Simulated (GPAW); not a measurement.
# Work function of VGe2As4 monolayer at several levels

Aim: the work function of both faces of VGe2As4 monolayer, and its spread over functionals and bases.

Method: GPAW, PAW setups; layer in a repeated cell with vacuum, relaxation of atoms and in-plane cell, in the first sound run; inputs show where later runs differ, in GPAW 26.7.0.

## Step 1: The starting structure

The cell holds 7 atoms: 4 As, 2 Ge and 1 V. Its edges and angles: a = 3.730 Å, b = 3.730 Å, c = 27.086 Å, α = 90.0°, β = 90.0°, γ = 120.0°. Vacuum lies along c.

As a file:

```cif
data_structure
_symmetry_space_group_name_H-M 'P 1'
_symmetry_Int_Tables_number 1
_cell_length_a 3.7300
_cell_length_b 3.7300
_cell_length_c 27.0860
_cell_angle_alpha 90.000
_cell_angle_beta 90.000
_cell_angle_gamma 120.000
_cell_volume 326.36
loop_
_atom_site_label
_atom_site_type_symbol
_atom_site_fract_x
_atom_site_fract_y
_atom_site_fract_z
_atom_site_occupancy
As1 As 0.00000 0.00000 0.33227 1
Ge2 Ge 0.33333 0.66667 0.36414 1
As3 As 0.33333 0.66667 0.44979 1
V4 V 0.00000 0.00000 0.50000 1
As5 As 0.33333 0.66667 0.55021 1
Ge6 Ge 0.33333 0.66667 0.63586 1
As7 As 0.00000 0.00000 0.66772 1
```

## Step 2: Relaxing the atoms

Forces are removed first; all later runs use this geometry.

The input, run.py:

```python
import json
import numpy as np
from ase import Atoms
from ase.filters import FrechetCellFilter
from ase.optimize import BFGS
from gpaw import GPAW, PW

slab = Atoms(
    ['As', 'Ge', 'As', 'V', 'As', 'Ge', 'As'],
    positions=[
        [0.00000, 0.00000, 9.00000],
        [-0.00000, 2.15352, 9.86300],
        [-0.00000, 2.15352, 12.18300],
        [0.00000, 0.00000, 13.54299],
        [-0.00000, 2.15352, 14.90298],
        [-0.00000, 2.15352, 17.22298],
        [0.00000, 0.00000, 18.08598]],
    cell=[[3.73, 0.0, 0.0], [-1.865, 3.23027, 0.0], [0.0, 0.0, 27.086]],
    pbc=[True, True, True],
    magmoms=[0.0, 0.0, 0.0, 1.0, 0.0, 0.0, 0.0])

slab.calc = GPAW(mode=PW(600), xc='PBE', kpts={'size': (9, 9, 1), 'gamma': True},
                 occupations={'name': 'fermi-dirac', 'width': 0.05}, nbands='200%',
                 convergence={'density': 1e-05}, maxiter=200,
                 symmetry={'tolerance': 1e-3}, txt='slab.txt')
result = {}
# The in-plane cell is free; stress needs a cell that repeats along all three vectors
path = []
opt = BFGS(FrechetCellFilter(slab, mask=[1, 1, 0, 0, 0, 1]), maxstep=0.2)
opt.attach(lambda: path.append((slab.get_potential_energy(), slab.positions.tolist(), slab.get_forces().tolist())))
result['relaxed'] = bool(opt.run(fmax=0.02, steps=45))
result['path'] = path
result['cell'] = slab.cell.tolist()
print('in-plane lattice', slab.cell.cellpar().round(4)[[0, 1, 5]])
energy = slab.get_potential_energy()
fermi = slab.calc.get_fermi_level()
v = slab.calc.get_electrostatic_potential().mean((0, 1)) - fermi
n = slab.calc.get_pseudo_density().mean((0, 1))
L = slab.cell[2, 2]
z = np.arange(len(v)) * L / len(v)
low, high = slab.positions[:, 2].min(), slab.positions[:, 2].max()
below, above = np.interp([low - 6.8, high + 6.8], z, v)
slopes = [np.interp(x, z, np.gradient(v, z)) for x in (low - 6.8, high + 6.8)]
eps = np.array([[slab.calc.get_eigenvalues(k, s) for k in range(len(slab.calc.get_ibz_k_points()))]
                for s in range(slab.calc.get_number_of_spins())]) - fermi
top, bottom = eps[eps < 0].max(), eps[eps > 0].min()
dipole = slab.get_dipole_moment()[2]
print(f'energy {energy:.4f} eV, Fermi level {fermi:.4f} eV, dipole {dipole:.5f} e A')
print(f'potential 6.8 A off the faces, from the Fermi level: lower {below:.4f} eV, upper {above:.4f} eV')
print(f'slope of the potential there: lower {slopes[0]:.5f}, upper {slopes[1]:.5f} eV/A')
print(f'nearest levels on the mesh: {top:.4f} and {bottom:.4f} eV')
print('magnetic moment', round(slab.get_magnetic_moment(), 3))
result.update(energy=energy, fermi=fermi, dipole=dipole, below=below, above=above, slopes=slopes, edges=[top, bottom],
              z=z.tolist(), v=v.tolist(), n=n.tolist(), positions=slab.positions.tolist(),
              forces=slab.get_forces(apply_constraint=False).tolist(), moments=slab.get_magnetic_moments().tolist())
json.dump(result, open('result.json', 'w'))
```

Launch:

```
OMP_NUM_THREADS=1 OPENBLAS_NUM_THREADS=1 python run.py
```

The log of the run:

```text
Step          Energy          fmax
BFGS:    0      -35.457137        3.028928
BFGS:    1      -35.773862        2.487925
BFGS:    2      -36.274587        1.324084
BFGS:    3      -36.318820        1.037952
BFGS:    4      -36.509855        0.743485
BFGS:    5      -36.588388        0.743351
BFGS:    6      -36.633528        0.527981
BFGS:    7      -36.649244        0.298832
BFGS:    8      -36.660151        0.275379
BFGS:    9      -36.665203        0.256271
BFGS:   10      -36.669176        0.219806
BFGS:   11      -36.676204        0.229316
BFGS:   12      -36.683141        0.157518
BFGS:   13      -36.686224        0.048917
BFGS:   14      -36.686726        0.006470
in-plane lattice [  3.7176   3.7176 120.    ]
energy -36.6828 eV, Fermi level 0.0675 eV, dipole 0.00113 e A
potential 6.8 A off the faces, from the Fermi level: lower 4.9833 eV, upper 4.9841 eV
slope of the potential there: lower -0.00036, upper -0.00014 eV/A
nearest levels on the mesh: -0.0203 and 0.0305 eV
magnetic moment 0.955
```

Wall time 1.6 h (1 thread of Arm Neoverse V1, shared host); peak memory 1.3 GiB.

Numbers from this step:

```yaml
dipole_along_the_normal: 0.001129 e·Å
levels_nearest_the_fermi_level_on_the_mesh: -0.02029, 0.03053 eV from the Fermi level
site_moments: 8.37e-4, 0.006547, -0.05118, 0.9059, -0.05118, 0.006547, 8.37e-4 μB
sum_of_the_site_moments: 0.8183 μB
```

The electrostatic potential energy of an electron (without an applied field's), less the Fermi level, planar mean oscillates, so the rows of the table below give means over windows of 1.78 Å about each position, cut where the curve ends. Its maxima inside the range that stand out by 2 % of the span (Å: eV): 9.1: -8.61, 10.9: 2.36, 12.8: -4.97, 14.2: -4.83, 16.2: 2.36, 17.9: -8.61. Its minima: 8.5: -13.5, 9.6: -13.0, 12.2: -12.1, 13.5: -10.4, 14.9: -12.1, 17.4: -13.0, 18.5: -13.5.

Electrostatic potential energy of an electron (without an applied field's), less the Fermi level, planar mean against z; means over each step:

| z (Å) | electrostatic potential energy of an electron (without an applied field's), less the Fermi level, planar mean (eV) |
| --- | --- |
| 0.89 | 4.98 |
| 2.67 | 4.98 |
| 4.45 | 4.98 |
| 6.23 | 4.80 |
| 8.01 | -4.74 |
| 9.79 | -7.28 |
| 11.57 | -3.95 |
| 13.35 | -7.29 |
| 15.13 | -5.78 |
| 16.91 | -4.85 |
| 18.69 | -7.43 |
| 20.47 | 4.45 |
| 22.25 | 4.98 |
| 24.03 | 4.98 |
| 25.81 | 4.98 |

The pseudo valence density, planar mean oscillates, so the rows of the table below give means over windows of 1 Å about each position, cut where the curve ends. Its maxima inside the range that stand out by 2 % of the span (Å: e/Å³): 8.1: 0.244, 9.1: 0.411, 10.2: 0.219, 11.7: 0.239, 13.5: 1.28, 15.4: 0.239, 16.9: 0.219, 17.9: 0.411, 19.0: 0.244. Its minima: 8.5: 0.168, 9.6: 0.0656, 10.8: 0.111, 12.0: 0.172, 15.1: 0.172, 16.3: 0.111, 17.4: 0.0656, 18.6: 0.168.

Pseudo valence density, planar mean against z; means over each step:

z (Å), pseudo valence density, planar mean (e/Å³) and a bar:
```
        4       0.00 
        5       0.00 
        6       0.00 
        7       0.04 ##
        8       0.19 ########
        9       0.32 ##############
       10       0.15 #######
       11       0.14 ######
       12       0.22 ##########
       13       0.61 ###########################
       14       0.68 ##############################
       15       0.23 ##########
       16       0.14 ######
       17       0.15 #######
       18       0.31 ##############
       19       0.20 #########
       20       0.05 ##
       21       0.00 
       22       0.00 
       23       0.00
```

Site moment by atom:

| atom | site moment (μB) |
| --- | --- |
| As1 | 0.001 |
| Ge2 | 0.007 |
| As3 | -0.051 |
| V4 | 0.906 |
| As5 | -0.051 |
| Ge6 | 0.007 |
| As7 | 0.001 |

The relaxation lowered the energy of the cell by 1.23 eV (energies extrapolated to zero smearing; the optimiser's log prints free energies). The largest force left on a free atom is 0.0053 eV/Å.

## Step 3: The slab's potential

With the geometry fixed, the planar mean of the potential gives the vacuum level on each side.

This step: GPAW, PAW setups; slab in vacuum (GPAW 26.7.0).

The cell differs from the one that the last finished run ended in (c 27.086 → 28.096 Å).

The input, run.py:

```python
import json
import numpy as np
from ase import Atoms
from gpaw import GPAW, PW

slab = Atoms(
    ['As', 'Ge', 'As', 'V', 'As', 'Ge', 'As'],
    positions=[
        [-0.00000, 0.00000, 9.00000],
        [-0.00000, 2.14635, 10.17610],
        [-0.00000, 2.14635, 12.64435],
        [0.00000, -0.00000, 14.04805],
        [-0.00000, 2.14635, 15.45175],
        [-0.00000, 2.14635, 17.91999],
        [0.00000, -0.00000, 19.09609]],
    cell=[[3.71759, -0.0, 0.0], [-1.85879, 3.21952, 0.0], [0.0, 0.0, 28.0961]],
    pbc=[True, True, False],
    magmoms=[0.0, 0.0, 0.0, 1.0, 0.0, 0.0, 0.0])

slab.calc = GPAW(mode=PW(400), xc='PBE', kpts={'size': (9, 9, 1), 'gamma': True},
                 occupations={'name': 'fermi-dirac', 'width': 0.05}, nbands='200%',
                 convergence={'density': 1e-05}, maxiter=200,
                 poissonsolver={'dipolelayer': 'xy'},
                 symmetry={'tolerance': 1e-3}, txt='slab.txt')
result = {}
energy = slab.get_potential_energy()
fermi = slab.calc.get_fermi_level()
v = slab.calc.get_electrostatic_potential().mean((0, 1)) - fermi
n = slab.calc.get_pseudo_density().mean((0, 1))
L = slab.cell[2, 2]
z = np.arange(len(v)) * L / len(v)
low, high = slab.positions[:, 2].min(), slab.positions[:, 2].max()
below, above = np.interp([low - 6.8, high + 6.8], z, v)
slopes = [np.interp(x, z, np.gradient(v, z)) for x in (low - 6.8, high + 6.8)]
eps = np.array([[slab.calc.get_eigenvalues(k, s) for k in range(len(slab.calc.get_ibz_k_points()))]
                for s in range(slab.calc.get_number_of_spins())]) - fermi
top, bottom = eps[eps < 0].max(), eps[eps > 0].min()
dipole = slab.get_dipole_moment()[2]
print(f'energy {energy:.4f} eV, Fermi level {fermi:.4f} eV, dipole {dipole:.5f} e A')
print(f'potential 6.8 A off the faces, from the Fermi level: lower {below:.4f} eV, upper {above:.4f} eV')
print(f'slope of the potential there: lower {slopes[0]:.5f}, upper {slopes[1]:.5f} eV/A')
print(f'nearest levels on the mesh: {top:.4f} and {bottom:.4f} eV')
print('magnetic moment', round(slab.get_magnetic_moment(), 3))
result.update(energy=energy, fermi=fermi, dipole=dipole, below=below, above=above, slopes=slopes, edges=[top, bottom],
              z=z.tolist(), v=v.tolist(), n=n.tolist(), positions=slab.positions.tolist(),
              forces=slab.get_forces(apply_constraint=False).tolist(), moments=slab.get_magnetic_moments().tolist())
json.dump(result, open('result.json', 'w'))
```

The log of the run:

```text
energy -36.6564 eV, Fermi level -0.1137 eV, dipole 0.00152 e A
potential 6.8 A off the faces, from the Fermi level: lower 4.9827 eV, upper 4.9846 eV
slope of the potential there: lower -0.00016, upper 0.00016 eV/A
nearest levels on the mesh: -0.0194 and 0.0298 eV
magnetic moment 0.954
```

It took 3.5 min on 1 thread; peak memory 0.37 GiB.

This step gave:

```yaml
dipole_along_the_normal: 0.001521 e·Å
levels_nearest_the_fermi_level_on_the_mesh: -0.01940, 0.02976 eV from the Fermi level
upper_work_function: 4.985 eV
lower_work_function: 4.983 eV
site_moments: 8.38e-4, 0.006543, -0.05108, 0.9042, -0.05108, 0.006543, 8.38e-4 μB
sum_of_the_site_moments: 0.8168 μB
```

The electrostatic potential energy of an electron (without an applied field's), less the Fermi level, planar mean oscillates, so the rows of the table below give means over windows of 1.87 Å about each position, cut where the curve ends. Its maxima inside the range that stand out by 2 % of the span (Å: eV): 9.6: -8.59, 11.4: 2.36, 13.3: -4.87, 14.8: -4.87, 16.6: 2.36, 18.5: -8.59. Its minima: 9.1: -13.5, 10.1: -12.9, 12.7: -12.1, 14.0: -10.4, 15.4: -12.1, 18.0: -12.9, 19.0: -13.5.

Electrostatic potential energy of an electron (without an applied field's), less the Fermi level, planar mean against z; means over each step:

| z (Å) | electrostatic potential energy of an electron (without an applied field's), less the Fermi level, planar mean (eV) |
| --- | --- |
| 0.94 | 4.98 |
| 2.81 | 4.98 |
| 4.68 | 4.98 |
| 6.54 | 4.87 |
| 8.42 | -3.88 |
| 10.29 | -7.19 |
| 12.16 | -4.31 |
| 14.03 | -7.03 |
| 15.90 | -4.52 |
| 17.77 | -6.89 |
| 19.64 | -4.23 |
| 21.50 | 4.85 |
| 23.38 | 4.98 |
| 25.25 | 4.98 |
| 27.11 | 4.98 |

The pseudo valence density, planar mean oscillates, so the rows of the table below give means over windows of 1.04 Å about each position, cut where the curve ends. Its maxima inside the range that stand out by 2 % of the span (Å: e/Å³): 8.5: 0.246, 9.6: 0.413, 10.6: 0.220, 12.3: 0.236, 14.2: 1.21, 15.8: 0.236, 17.5: 0.220, 18.5: 0.413, 19.6: 0.246. Its minima: 8.9: 0.168, 10.2: 0.0571, 11.4: 0.112, 12.7: 0.173, 15.4: 0.173, 16.6: 0.112, 17.9: 0.0571, 19.1: 0.168.

Table of pseudo valence density, planar mean by z; means over each step:

| z (Å) | pseudo valence density, planar mean (e/Å³) |
| --- | --- |
| 4.68 | 1.5e-5 |
| 5.72 | 2.6e-4 |
| 6.76 | 0.00483 |
| 7.80 | 0.0766 |
| 8.84 | 0.228 |
| 9.88 | 0.257 |
| 10.92 | 0.157 |
| 11.96 | 0.181 |
| 13.00 | 0.292 |
| 14.04 | 0.895 |
| 15.08 | 0.297 |
| 16.12 | 0.182 |
| 17.16 | 0.156 |
| 18.20 | 0.253 |
| 19.24 | 0.231 |
| 20.28 | 0.0795 |
| 21.32 | 0.00510 |
| 22.36 | 2.8e-4 |
| 23.40 | 1.6e-5 |

The potential is flat to 1.6e-4 eV/Å where it is read, so the vacuum is wide enough.

## Step 4: Self-consistent run: xc = "revPBE"

The same geometry under revPBE, to see how far the functional moves the levels against the vacuum.

Edit run.py of step 3 so:

```diff
@@ -19,3 +19,3 @@
 
-slab.calc = GPAW(mode=PW(400), xc='PBE', kpts={'size': (9, 9, 1), 'gamma': True},
+slab.calc = GPAW(mode=PW(400), xc='revPBE', kpts={'size': (9, 9, 1), 'gamma': True},
                  occupations={'name': 'fermi-dirac', 'width': 0.05}, nbands='200%',
```

The log of the run:

```text
energy -34.6043 eV, Fermi level -0.0186 eV, dipole 0.00152 e A
potential 6.8 A off the faces, from the Fermi level: lower 4.8833 eV, upper 4.8852 eV
slope of the potential there: lower -0.00016, upper 0.00016 eV/A
nearest levels on the mesh: -0.0429 and 0.0601 eV
magnetic moment 0.979
```

The job ended after 3.5 min (1 thread; peak memory 0.37 GiB).

Numbers from this step:

| Item | Value |
| --- | --- |
| dipole along the normal | 0.001517 e·Å |
| levels nearest the Fermi level on the mesh | -0.04285, 0.06013 eV from the Fermi level |
| upper work function | 4.885 eV |
| lower work function | 4.883 eV |
| site moments | 6.43e-4, 0.006955, -0.05652, 0.9395, -0.05652, 0.006955, 6.43e-4 μB |
| sum of the site moments | 0.8417 μB |

The electrostatic potential energy of an electron (without an applied field's), less the Fermi level, planar mean oscillates, so the rows of the table below give means over windows of 1.87 Å about each position, cut where the curve ends. Its maxima inside the range that stand out by 2 % of the span (Å: eV): 9.6: -8.68, 11.4: 2.27, 13.3: -4.96, 14.8: -4.96, 16.6: 2.27, 18.5: -8.68. Its minima: 9.1: -13.6, 10.1: -13.0, 12.7: -12.2, 14.0: -10.5, 15.4: -12.2, 18.0: -13.0, 19.0: -13.6.

Table of electrostatic potential energy of an electron (without an applied field's), less the Fermi level, planar mean by z; means over each step:

z (Å), electrostatic potential energy of an electron (without an applied field's), less the Fermi level, planar mean (eV) and a bar from the least value:
```
     0.94        4.9 ##############################
     2.81        4.9 ##############################
     4.68        4.9 ##############################
     6.54        4.8 ##############################
     8.42       -4.0 ########
    10.29       -7.3 
    12.16       -4.4 #######
    14.03       -7.1 
    15.90       -4.6 #######
    17.77       -7.0 #
    19.64       -4.3 #######
    21.50        4.8 ##############################
    23.38        4.9 ##############################
    25.25        4.9 ##############################
    27.11        4.9 ##############################
```

The pseudo valence density, planar mean oscillates, so the rows of the table below give means over windows of 1.04 Å about each position, cut where the curve ends. Its maxima inside the range that stand out by 2 % of the span (Å: e/Å³): 8.5: 0.246, 9.6: 0.413, 10.6: 0.219, 12.3: 0.236, 14.2: 1.21, 15.8: 0.236, 17.5: 0.219, 18.5: 0.413, 19.6: 0.246. Its minima: 8.9: 0.168, 10.2: 0.0579, 11.4: 0.113, 12.7: 0.174, 15.4: 0.174, 16.6: 0.113, 17.9: 0.0579, 19.1: 0.168.

The pseudo valence density, planar mean by z; means over each step:

| z (Å) | pseudo valence density, planar mean (e/Å³) |
| --- | --- |
| 4.68 | 1.6e-5 |
| 5.72 | 2.7e-4 |
| 6.76 | 0.00476 |
| 7.80 | 0.0767 |
| 8.84 | 0.228 |
| 9.88 | 0.257 |
| 10.92 | 0.156 |
| 11.96 | 0.181 |
| 13.00 | 0.292 |
| 14.04 | 0.895 |
| 15.08 | 0.297 |
| 16.12 | 0.182 |
| 17.16 | 0.156 |
| 18.20 | 0.254 |
| 19.24 | 0.231 |
| 20.28 | 0.0796 |
| 21.32 | 0.00502 |
| 22.36 | 2.8e-4 |
| 23.40 | 1.7e-5 |

Force by atom:

| atom | x (eV/Å) | y (eV/Å) | z (eV/Å) | size |
| --- | --- | --- | --- | --- |
| As1 | 0.000 | 0.000 | -0.108 | 0.108 |
| Ge2 | 0.000 | 0.000 | 0.007 | 0.007 |
| As3 | 0.000 | 0.000 | -0.064 | 0.064 |
| V4 | 0.000 | 0.000 | 0.000 | 0.000 |
| As5 | 0.000 | 0.000 | 0.064 | 0.064 |
| Ge6 | 0.000 | 0.000 | -0.007 | 0.007 |
| As7 | 0.000 | 0.000 | 0.108 | 0.108 |

The upper face's work function is 4.885 eV, against 4.985 eV in the first plane-wave PBE run at this geometry.

## Step 5: Self-consistent run: xc = "RPBE"

The same geometry under RPBE, to see how far the functional moves the levels against the vacuum.

Edit run.py of step 4 so:

```diff
@@ -19,3 +19,3 @@
 
-slab.calc = GPAW(mode=PW(400), xc='revPBE', kpts={'size': (9, 9, 1), 'gamma': True},
+slab.calc = GPAW(mode=PW(400), xc='RPBE', kpts={'size': (9, 9, 1), 'gamma': True},
                  occupations={'name': 'fermi-dirac', 'width': 0.05}, nbands='200%',
```

The log of the run:

```text
energy -34.2419 eV, Fermi level -0.0034 eV, dipole 0.00152 e A
potential 6.8 A off the faces, from the Fermi level: lower 4.8825 eV, upper 4.8845 eV
slope of the potential there: lower -0.00016, upper 0.00016 eV/A
nearest levels on the mesh: -0.0515 and 0.0531 eV
magnetic moment 0.985
```

Elapsed: 3.4 min, on 1 thread; peak memory 0.36 GiB.

This step gave:

| Property | Result |
| --- | --- |
| dipole along the normal | 0.001515 e·Å |
| levels nearest the Fermi level on the mesh | -0.05151, 0.05309 eV from the Fermi level |
| site moments | 5.77e-4, 0.007072, -0.05830, 0.9498, -0.05830, 0.007072, 5.77e-4 μB |
| sum of the site moments | 0.8485 μB |

The electrostatic potential energy of an electron (without an applied field's), less the Fermi level, planar mean oscillates, so the rows of the table below give means over windows of 1.87 Å about each position, cut where the curve ends. Its maxima inside the range that stand out by 2 % of the span (Å: eV): 9.6: -8.72, 11.4: 2.23, 13.3: -4.99, 14.8: -4.99, 16.6: 2.23, 18.5: -8.71. Its minima: 9.1: -13.6, 10.1: -13.0, 12.7: -12.2, 14.0: -10.6, 15.4: -12.2, 18.0: -13.0, 19.0: -13.6.

Table of electrostatic potential energy of an electron (without an applied field's), less the Fermi level, planar mean by z; means over each step:

| z (Å) | electrostatic potential energy of an electron (without an applied field's), less the Fermi level, planar mean (eV) |
| --- | --- |
| 0.94 | 4.88 |
| 2.81 | 4.88 |
| 4.68 | 4.88 |
| 6.54 | 4.77 |
| 8.42 | -3.99 |
| 10.29 | -7.32 |
| 12.16 | -4.43 |
| 14.03 | -7.15 |
| 15.90 | -4.64 |
| 17.77 | -7.02 |
| 19.64 | -4.34 |
| 21.50 | 4.75 |
| 23.38 | 4.88 |
| 25.25 | 4.88 |
| 27.11 | 4.88 |

The upper face's work function is 4.885 eV, against 4.985 eV in the first plane-wave PBE run at this geometry.

(Part 1 of 2 ends here.)

[Logs are printed without paths, hosts, clocks, repeated set-up lines and the standing remarks that a program may print on its own settings, such as how far it seeks lower states.]

[Hosts, paths, dates, database ids (printed as entryN), source tags and the programs' standing remarks are cut or masked in the printed files.]
